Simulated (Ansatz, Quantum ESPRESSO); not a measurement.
# Conductance against width: vacuum gaps between two Al(111) faces, part 4 of 5

Wanted: T at the Fermi level along a series, and its decay constant, for vacuum gaps between two Al(111) faces.

Quantum ESPRESSO 7.5; plane-wave DFT, LDA, GBRV ultrasoft pseudopotentials; cross-check by Ansatz 0.2.0 with PAW datasets.

So far. Step 6 (Transmission with pwcond.x, 6 Å): T goes from 0.0903 to 0.0200, a factor of 4.5. Step 7 (Cross-check with Ansatz, 6 Å): Ansatz finds T = 0.0142 against pwcond's 0.0200.

## (8) Self-consistent run, 7 Å

Level of this step: plane-wave DFT, LDA, GBRV ultrasoft pseudopotentials (Quantum ESPRESSO 7.5).

Contents of j2.scf.in:

```
&control
  prefix = 'j2.scf'
  outdir = './out'
  pseudo_dir = './pseudo'
  calculation = 'scf'
  tprnfor = .true.
/
&system
  ibrav = 0
  nat = 18
  ntyp = 1
  ecutwfc = 40
  ecutrho = 200
  occupations = 'smearing'
  smearing = 'mv'
  degauss = 0.01
/
&electrons
  conv_thr = 1e-07
  mixing_beta = 0.25
  electron_maxstep = 120
  mixing_mode = 'local-TF'
/
ATOMIC_SPECIES
  Al  26.9815  al_lda_v1.uspp.F.UPF
CELL_PARAMETERS angstrom
  2.85671139599365 0.00000000000000 0.00000000000000
  1.42835569799683 2.47398464021101 0.00000000000000
  0.00000000000000 0.00000000000000 46.65241648794350
ATOMIC_POSITIONS crystal
  Al  0.000000000000 0.000000000000 0.000000000000
  Al  0.333333333000 0.333333333000 0.049997304815
  Al  0.666666667000 0.666666667000 0.099994609631
  Al  0.000000000000 0.000000000000 0.149991914446
  Al  0.333333333000 0.333333333000 0.199989219262
  Al  0.666666667000 0.666666667000 0.249986524077
  Al  0.000000000000 0.000000000000 0.299983828893
  Al  0.333333333000 0.333333333000 0.349981133708
  Al  0.666666667000 0.666666667000 0.399978438524
  Al  0.000000000000 0.000000000000 0.550024256661
  Al  0.333333333000 0.333333333000 0.600021561476
  Al  0.666666667000 0.666666667000 0.650018866292
  Al  0.000000000000 0.000000000000 0.700016171107
  Al  0.333333333000 0.333333333000 0.750013475923
  Al  0.666666667000 0.666666667000 0.800010780738
  Al  0.000000000000 0.000000000000 0.850008085554
  Al  0.333333333000 0.333333333000 0.900005390369
  Al  0.666666667000 0.666666667000 0.950002695185
K_POINTS automatic
  10 10 1 0 0 0
```

Command:

```sh
> OMP_NUM_THREADS=1 mpirun -n 4 pw.x -nk 4 -in j2.scf.in > j2.scf.out
```

The program printed:

```text
[banner, memory and clock lines left out]
Program PWSCF v.7.5 starts
[...]
number of electrons       =        54.00
     number of Kohn-Sham states=           32
     kinetic-energy cutoff     =      40.0000  Ry
     charge density cutoff     =     200.0000  Ry
[...]
number of k points=    14  Marzari-Vanderbilt smearing, width (Ry)=  0.0100
[...]
Dense  grid:   105865 G-vectors     FFT dimensions: (  25,  25, 400)
[...]
Starting wfcs are   72 randomized atomic wfcs
     estimated scf accuracy    <       1.78196648 Ry
     estimated scf accuracy    <       1.40099674 Ry
     estimated scf accuracy    <       0.04147215 Ry
     estimated scf accuracy    <       0.36235762 Ry
     estimated scf accuracy    <       0.06638994 Ry
     estimated scf accuracy    <       0.02149152 Ry
     estimated scf accuracy    <       0.02197134 Ry
     estimated scf accuracy    <       0.01552802 Ry
     estimated scf accuracy    <       0.00621810 Ry
     estimated scf accuracy    <       0.00711348 Ry
     estimated scf accuracy    <       0.00431267 Ry
     estimated scf accuracy    <       0.00068083 Ry
     estimated scf accuracy    <       0.00007886 Ry
     estimated scf accuracy    <       0.00010496 Ry
     estimated scf accuracy    <       0.00008502 Ry
     estimated scf accuracy    <       0.00021333 Ry
     estimated scf accuracy    <       0.00000144 Ry
     estimated scf accuracy    <       0.00000599 Ry
     estimated scf accuracy    <       0.00000566 Ry
     estimated scf accuracy    <       0.00000279 Ry
     estimated scf accuracy    <       0.00000112 Ry
[...]
the Fermi energy is     6.7044 ev
!    total energy              =    -119.49504553 Ry
     estimated scf accuracy    <       0.00000009 Ry
     smearing contrib. (-TS)   =      -0.00075175 Ry
     internal energy E=F+TS    =    -119.49429378 Ry
[...]
one-electron contribution =    -161.38699955 Ry
     hartree contribution      =     105.36190764 Ry
     xc contribution           =     -75.94159082 Ry
     ewald contribution        =      12.47238895 Ry
     convergence has been achieved in  54 iterations
[...]
Total force =     0.003552     Total SCF correction =     0.000578
[...]
```

The job ended after 4.1 min (4 MPI ranks of Arm Neoverse N1, shared host; peak memory 0.63 GiB; 17 min of CPU time).

Numbers from this step:

- free energy: -1625.8129 eV
- Fermi energy: 6.704 eV

## (9) Transmission with pwcond.x, 7 Å

Contents of j2.cond.in:

```
&inputcond
  outdir = './out'
  prefixt = 'j2.scf'
  tran_file = 'j2.cond.dat'
  bdl = 2.4494897419
  bds = 16.3308119103
  ikind = 1
  ewind = 4.0
  epsproj = 1e-05
  nz1 = 7
  energy0 = 0.4
  denergy = -0.4
/
10
  0.00000000 0.00000000 0.01562500
  0.00000000 0.12500000 0.09375000
  0.00000000 0.25000000 0.09375000
  0.00000000 0.37500000 0.09375000
  0.00000000 0.50000000 0.04687500
  0.12500000 0.25000000 0.09375000
  0.12500000 0.37500000 0.18750000
  0.12500000 0.50000000 0.18750000
  0.25000000 0.50000000 0.09375000
  0.25000000 0.62500000 0.09375000
3
```

Command:

```sh
> OMP_NUM_THREADS=1 mpirun -n 4 pwcond.x -in j2.cond.in > j2.cond.out
```

The program printed:

```text
[banner, memory and clock lines left out]
Program PWCOND v.7.5 starts

     ./out/j2.scf.save/

     IMPORTANT: XC functional enforced from input :
     Exchange-correlation= PZ
                           (   1   1   0   0   0   0   0)
     Any further DFT definition will be discarded
     Please, verify this is what you really want

     Reading collected, re-writing distributed wavefunctions

===== INPUT FILE containing all the regions =====

     GEOMETRY:

     lattice parameter (alat)  =       5.3984  a.u.
     the volume                =    2225.0210 (a.u.)^3
[...]
---  E-Ef =   -0.4000000  k =    0.2500000   0.6250000
---  ie =          3  ik =         10
 Nchannels of the left tip =            1
 Right moving states:
   k1(2pi/a)   k2(2pi/a)   E-Ef (eV)
   0.0981052   0.0000036  -0.4000000
 Left moving states:
   k1(2pi/a)   k2(2pi/a)   E-Ef (eV)
  -0.0981054   0.0000036  -0.4000000

 to transmit
 Band j to band i transmissions and reflections:
    j         i     |T_ij|^2    |R_ij|^2

    1 -->     1     0.00002     0.99998
   Total T_j, R_j =    0.00002  0.99998

E-Ef(ev), T(x2 spins) =   -0.4000000   0.0000350
   T_tot     0.40000      0.79975E-02
   T_tot     0.00000      0.47153E-02
   T_tot    -0.40000      0.28559E-02
```

It took 43 s on 4 MPI ranks; peak memory 0.25 GiB.

Numbers from this step:

```
transmission at the Fermi level, one spin : 0.002358
conductance                               : 0.002358 G₀
```

Per spin; mean over the k mesh across the current. Table of transmission, zone mean by energy, zero at the Fermi level:

```csv
energy (eV),"transmission, zone mean"
-0.400,0.00143
0.000,0.00236
0.400,0.00400
```

At 0.000 eV; k in fractions of b1, b2. Transmission by k point:

| k1 | k2 | weight | t | channels |
| --- | --- | --- | --- | --- |
| 0 | 0 | 0.01562 | 0.01842 | 1 |
| 0 | 0.125 | 0.09375 | 0.01146 | 1 |
| 0 | 0.25 | 0.09375 | 0.002991 | 1 |
| 0 | 0.375 | 0.09375 | 3.49e-4 | 2 |
| 0 | 0.5 | 0.04688 | 4.70e-5 | 2 |
| 0.125 | 0.25 | 0.09375 | 0.004585 | 1 |
| 0.125 | 0.375 | 0.1875 | 0.001014 | 1 |
| 0.125 | 0.5 | 0.1875 | 2.14e-4 | 1 |
| 0.25 | 0.5 | 0.09375 | 2.09e-4 | 1 |
| 0.25 | 0.625 | 0.09375 | 5.00e-7 | 1 |

T goes from 0.0200 to 0.00236, a factor of 8.5.

## (10) Cross-check with Ansatz, 7 Å

Level of this step: plane-wave DFT, LDA, Ansatz PAW (Ansatz 0.2.0).

Contents of input.yaml:

```yaml
crystal:
  lattice:
    - [2.856711396, 0.0, 0.0]
    - [1.428355698, 2.4739846402, 0.0]
    - [0.0, 0.0, 46.6524164879]
  atoms:
    - { symbol: Al, position: [0.0, 0.0, 0.0] }
    - { symbol: Al, position: [0.333333333, 0.333333333, 0.0499973048] }
    - { symbol: Al, position: [0.666666667, 0.666666667, 0.0999946096] }
    - { symbol: Al, position: [0.0, 0.0, 0.1499919144] }
    - { symbol: Al, position: [0.333333333, 0.333333333, 0.1999892193] }
    - { symbol: Al, position: [0.666666667, 0.666666667, 0.2499865241] }
    - { symbol: Al, position: [0.0, 0.0, 0.2999838289] }
    - { symbol: Al, position: [0.333333333, 0.333333333, 0.3499811337] }
    - { symbol: Al, position: [0.666666667, 0.666666667, 0.3999784385] }
    - { symbol: Al, position: [0.0, 0.0, 0.5500242567] }
    - { symbol: Al, position: [0.333333333, 0.333333333, 0.6000215615] }
    - { symbol: Al, position: [0.666666667, 0.666666667, 0.6500188663] }
    - { symbol: Al, position: [0.0, 0.0, 0.7000161711] }
    - { symbol: Al, position: [0.333333333, 0.333333333, 0.7500134759] }
    - { symbol: Al, position: [0.666666667, 0.666666667, 0.8000107807] }
    - { symbol: Al, position: [0.0, 0.0, 0.8500080856] }
    - { symbol: Al, position: [0.333333333, 0.333333333, 0.9000053904] }
    - { symbol: Al, position: [0.666666667, 0.666666667, 0.9500026952] }
kpoints:
  mp_grid: { grid: [10, 10, 1] }
hamiltonian:
  xc: lda
scf:
  occupations: { method: fermi_dirac, width: 0.1 }
  convergence: { dr2_threshold: 1.0e-08 }
output:
  transmission: { leads: [[0, 3]], e_range: [-0.4, 0.4], de: 0.4, kmesh: [8, 8] }
  write_potential: true
  write_density: true
  volumetric_format: npy
  elf: true
```

Command:

```sh
> ansatz run input.yaml --threads 4 --pin off --max-ram 8192MiB --backend cpu --events-out ev --progress --plain --runs-dir out
```

The program printed:

```text
[...]
Crystal: 18 atoms, lattice volume = 329.714 Å³
Basis set: ecut = 420 eV, 6467 PW (Γ)
Bands: 45, of which v1, the nominal top of the filled ones, is band 27 counted from 1 (26 counted from 0)
Symmetry: 12 space group operations
[...]
k-points: 14 of 100
[...]
k-point 13: bands = [... 23 lower, 4.8035, 4.8575, 4.9883, 4.9988, 5.1630, 5.2191, 5.2202, 5.3705, ... 14 higher]
--- Transmission ---
  basis      : 61 plane waves across, 58 finite elements along
  points     : 10, standing for a mesh of 8 x 8
[...]
channels       : 1.140625e0 a spin
[...]
junction   : crystal 0 to crystal 0, -0.47 to 39.19 Å
    transmission   : 2.099014e-3 a spin
[...]
[key lines of the parts left out:]
SCF converged after 7 iterations
Free energy (F): -9230.861486 eV
Fermi energy:    6.645281 eV
```

Run time: 15 s. Hardware: 4 threads; peak memory 0.77 GiB; 55 s of CPU time.

Numbers from this step:

```
free energy                                  : -9230.8615 eV
energy at zero smearing                      : -9230.7260 eV
smearing term TS                             : 0.2710 eV
Fermi energy                                 : 6.645 eV
transmission at the Fermi level, one spin    : 0.002099
step of the lead's Hamiltonian over a period : 12.5 meV
```

Per spin; mean over the k mesh across the current. The transmission, zone mean by energy, zero at the Fermi level:

| energy (eV) | transmission, zone mean |
| --- | --- |
| -0.400 | 0.00130 |
| 0.000 | 0.00210 |
| 0.400 | 0.00380 |

Ansatz finds T = 0.00210 against pwcond's 0.00236.

## (11) SCF with pw.x, 8 Å

Level of this step: plane-wave DFT, LDA, GBRV ultrasoft pseudopotentials (Quantum ESPRESSO 7.5).

Contents of j3.scf.in:

```
&control
  prefix = 'j3.scf'
  outdir = './out'
  pseudo_dir = './pseudo'
  calculation = 'scf'
  tprnfor = .true.
/
&system
  ibrav = 0
  nat = 18
  ntyp = 1
  ecutwfc = 40
  ecutrho = 200
  occupations = 'smearing'
  smearing = 'mv'
  degauss = 0.01
/
&electrons
  conv_thr = 1e-07
  mixing_beta = 0.25
  electron_maxstep = 120
  mixing_mode = 'local-TF'
/
ATOMIC_SPECIES
  Al  26.9815  al_lda_v1.uspp.F.UPF
CELL_PARAMETERS angstrom
  2.85671139599365 0.00000000000000 0.00000000000000
  1.42835569799683 2.47398464021101 0.00000000000000
  0.00000000000000 0.00000000000000 47.65241648794350
ATOMIC_POSITIONS crystal
  Al  0.000000000000 0.000000000000 0.000000000000
  Al  0.333333333000 0.333333333000 0.048948096643
  Al  0.666666667000 0.666666667000 0.097896193286
  Al  0.000000000000 0.000000000000 0.146844289929
  Al  0.333333333000 0.333333333000 0.195792386572
  Al  0.666666667000 0.666666667000 0.244740483215
  Al  0.000000000000 0.000000000000 0.293688579858
  Al  0.333333333000 0.333333333000 0.342636676501
  Al  0.666666667000 0.666666667000 0.391584773144
  Al  0.000000000000 0.000000000000 0.559467130213
  Al  0.333333333000 0.333333333000 0.608415226856
  Al  0.666666667000 0.666666667000 0.657363323499
  Al  0.000000000000 0.000000000000 0.706311420142
  Al  0.333333333000 0.333333333000 0.755259516785
  Al  0.666666667000 0.666666667000 0.804207613428
  Al  0.000000000000 0.000000000000 0.853155710071
  Al  0.333333333000 0.333333333000 0.902103806714
  Al  0.666666667000 0.666666667000 0.951051903357
K_POINTS automatic
  10 10 1 0 0 0
```

Command:

```sh
> OMP_NUM_THREADS=1 mpirun -n 4 pw.x -nk 4 -in j3.scf.in > j3.scf.out
```

The program printed:

```text
[banner, memory and clock lines left out]
Program PWSCF v.7.5 starts
[...]
number of electrons       =        54.00
     number of Kohn-Sham states=           32
     kinetic-energy cutoff     =      40.0000  Ry
     charge density cutoff     =     200.0000  Ry
[...]
number of k points=    14  Marzari-Vanderbilt smearing, width (Ry)=  0.0100
[...]
Dense  grid:   108201 G-vectors     FFT dimensions: (  25,  25, 405)
[...]
Starting wfcs are   72 randomized atomic wfcs
     estimated scf accuracy    <       1.74256177 Ry
     estimated scf accuracy    <       1.37755841 Ry
     estimated scf accuracy    <       0.04375338 Ry
     estimated scf accuracy    <       0.33777385 Ry
     estimated scf accuracy    <       0.06203639 Ry
     estimated scf accuracy    <       0.07766861 Ry
     estimated scf accuracy    <       0.04175696 Ry
     estimated scf accuracy    <       0.02199990 Ry
     estimated scf accuracy    <       0.01302318 Ry
     estimated scf accuracy    <       0.00743355 Ry
     estimated scf accuracy    <       0.00281387 Ry
     estimated scf accuracy    <       0.00052756 Ry
     estimated scf accuracy    <       0.00004481 Ry
     estimated scf accuracy    <       0.00009309 Ry
     estimated scf accuracy    <       0.00003369 Ry
     estimated scf accuracy    <       0.00003831 Ry
     estimated scf accuracy    <       0.00000117 Ry
     estimated scf accuracy    <       0.00000066 Ry
     estimated scf accuracy    <       0.00000155 Ry
     estimated scf accuracy    <       0.00000062 Ry
     estimated scf accuracy    <       0.00000041 Ry
[...]
the Fermi energy is     6.4777 ev
!    total energy              =    -119.49498233 Ry
     estimated scf accuracy    <       0.00000001 Ry
     smearing contrib. (-TS)   =      -0.00075720 Ry
     internal energy E=F+TS    =    -119.49422513 Ry
[...]
one-electron contribution =    -256.30137944 Ry
     hartree contribution      =     152.36920645 Ry
     xc contribution           =     -75.94176171 Ry
     ewald contribution        =      60.37970957 Ry
     convergence has been achieved in  54 iterations
[...]
Total force =     0.003564     Total SCF correction =     0.000203
[...]
```

It took 4.3 min on 4 MPI ranks; peak memory 0.64 GiB.

Read from the output:

| Item | Value |
| --- | --- |
| free energy | -1625.8121 eV |
| Fermi energy | 6.478 eV |

## (12) The open system, 8 Å

j3.cond.in is the input of step 9 with these lines changed:

```diff
@@ -2,6 +2,6 @@
   outdir = './out'
-  prefixt = 'j2.scf'
-  tran_file = 'j2.cond.dat'
+  prefixt = 'j3.scf'
+  tran_file = 'j3.cond.dat'
   bdl = 2.4494897419
-  bds = 16.3308119103
+  bds = 16.6808647723
   ikind = 1
```

Command:

```sh
> OMP_NUM_THREADS=1 mpirun -n 4 pwcond.x -in j3.cond.in > j3.cond.out
```

The program printed:

```text
[banner, memory and clock lines left out]
Program PWCOND v.7.5 starts

     ./out/j3.scf.save/

[...]
negative rho (up, down):  2.909E-07 0.000E+00
     Reading collected, re-writing distributed wavefunctions

===== INPUT FILE containing all the regions =====

     GEOMETRY:

     lattice parameter (alat)  =       5.3984  a.u.
     the volume                =    2272.7146 (a.u.)^3
     the cross section         =      25.2384 (a.u.)^2
     l of the unit cell        =      16.6809 (alat)
     number of atoms/cell      =           18
[...]
---  E-Ef =   -0.4000000  k =    0.2500000   0.6250000
---  ie =          3  ik =         10
 Nchannels of the left tip =            1
 Right moving states:
   k1(2pi/a)   k2(2pi/a)   E-Ef (eV)
   0.1012816   0.0000043  -0.4000000
 Left moving states:
   k1(2pi/a)   k2(2pi/a)   E-Ef (eV)
  -0.1012816   0.0000043  -0.4000000

 to transmit
 Band j to band i transmissions and reflections:
    j         i     |T_ij|^2    |R_ij|^2

    1 -->     1     0.00000     1.00000
   Total T_j, R_j =    0.00000  1.00000

E-Ef(ev), T(x2 spins) =   -0.4000000   0.0000012
   T_tot     0.40000      0.11598E-02
   T_tot     0.00000      0.63605E-03
   T_tot    -0.40000      0.34302E-03
```

Elapsed: 45 s, on 4 MPI ranks; peak memory 0.25 GiB.

Numbers from this step:

```
transmission at the Fermi level, one spin : 3.18e-4
conductance                               : 3.18e-4 G₀
```

Per spin; mean over the k mesh across the current. Table of transmission, zone mean by energy, zero at the Fermi level:

```csv
energy (eV),"transmission, zone mean"
-0.400,1.7e-4
0.000,3.2e-4
0.400,5.8e-4
```

T goes from 0.00236 to 3.2e-4, a factor of 7.4.

## (13) The same in Ansatz, 8 Å

Level of this step: plane-wave DFT, LDA, Ansatz PAW (Ansatz 0.2.0).

Contents of input.yaml:

```yaml
crystal:
  lattice:
    - [2.856711396, 0.0, 0.0]
    - [1.428355698, 2.4739846402, 0.0]
    - [0.0, 0.0, 47.6524164879]
  atoms:
    - { symbol: Al, position: [0.0, 0.0, 0.0] }
    - { symbol: Al, position: [0.333333333, 0.333333333, 0.0489480966] }
    - { symbol: Al, position: [0.666666667, 0.666666667, 0.0978961933] }
    - { symbol: Al, position: [0.0, 0.0, 0.1468442899] }
    - { symbol: Al, position: [0.333333333, 0.333333333, 0.1957923866] }
    - { symbol: Al, position: [0.666666667, 0.666666667, 0.2447404832] }
    - { symbol: Al, position: [0.0, 0.0, 0.2936885799] }
    - { symbol: Al, position: [0.333333333, 0.333333333, 0.3426366765] }
    - { symbol: Al, position: [0.666666667, 0.666666667, 0.3915847731] }
    - { symbol: Al, position: [0.0, 0.0, 0.5594671302] }
    - { symbol: Al, position: [0.333333333, 0.333333333, 0.6084152269] }
    - { symbol: Al, position: [0.666666667, 0.666666667, 0.6573633235] }
    - { symbol: Al, position: [0.0, 0.0, 0.7063114201] }
    - { symbol: Al, position: [0.333333333, 0.333333333, 0.7552595168] }
    - { symbol: Al, position: [0.666666667, 0.666666667, 0.8042076134] }
    - { symbol: Al, position: [0.0, 0.0, 0.8531557101] }
    - { symbol: Al, position: [0.333333333, 0.333333333, 0.9021038067] }
    - { symbol: Al, position: [0.666666667, 0.666666667, 0.9510519034] }
kpoints:
  mp_grid: { grid: [10, 10, 1] }
hamiltonian:
  xc: lda
scf:
  occupations: { method: fermi_dirac, width: 0.1 }
  convergence: { dr2_threshold: 1.0e-08 }
output:
  transmission: { leads: [[0, 3]], e_range: [-0.4, 0.4], de: 0.4, kmesh: [8, 8] }
  write_potential: true
  write_density: true
  volumetric_format: npy
```

Command:

```sh
> ansatz run input.yaml --threads 4 --pin off --max-ram 8192MiB --backend cpu --events-out ev --progress --plain --runs-dir out
```

The program printed:

```text
[...]
Crystal: 18 atoms, lattice volume = 336.782 Å³
Basis set: ecut = 420 eV, 6615 PW (Γ)
Bands: 45, of which v1, the nominal top of the filled ones, is band 27 counted from 1 (26 counted from 0)
Symmetry: 12 space group operations
[...]
k-points: 14 of 100
[...]
k-point 13: bands = [... 23 lower, 4.5767, 4.6308, 4.7615, 4.7721, 4.9360, 4.9923, 4.9934, 5.1437, ... 14 higher]
--- Transmission ---
  basis      : 61 plane waves across, 60 finite elements along
  points     : 10, standing for a mesh of 8 x 8
[...]
channels       : 1.140625e0 a spin
[...]
junction   : crystal 0 to crystal 0, -0.47 to 40.19 Å
    transmission   : 2.760435e-4 a spin
[...]
[key lines of the parts left out:]
SCF converged after 7 iterations
Free energy (F): -9230.860272 eV
Fermi energy:    6.418154 eV
```

The job ended after 16 s (4 threads; peak memory 0.77 GiB).

Numbers from this step:

| Quantity | Value |
| --- | --- |
| free energy | -9230.8603 eV |
| energy at zero smearing | -9230.7250 eV |
| smearing term TS | 0.2706 eV |
| Fermi energy | 6.418 eV |
| transmission at the Fermi level, one spin | 2.76e-4 |

Per spin; mean over the k mesh across the current. Transmission, zone mean against energy, zero at the Fermi level:

```csv
energy (eV),"transmission, zone mean"
-0.400,1.5e-4
0.000,2.8e-4
0.400,5.3e-4
```

Ansatz finds T = 2.8e-4 against pwcond's 3.2e-4.

[end of part 4 of 5]

[Long decimals in the printed logs are rounded to 6 places.]

[Repeated lines of the later SCF iterations (solver, time, negative density, dipole) and banner, clock, host and MPI lines are left out of these logs without a mark at each place.]

[Logs are printed without paths, hosts, clocks, repeated set-up lines and the standing remarks that a program may print on its own settings, such as how far it seeks lower states.]

[Hosts, paths, dates, database ids (printed as entryN), source tags and the programs' standing remarks are cut or masked in the printed files.]

[Maps of the electrostatic potential energy from Ansatz leave out the sawtooth potential of an applied field or a dipole correction, so their vacuum need not be flat; planar profiles and work functions include it.]
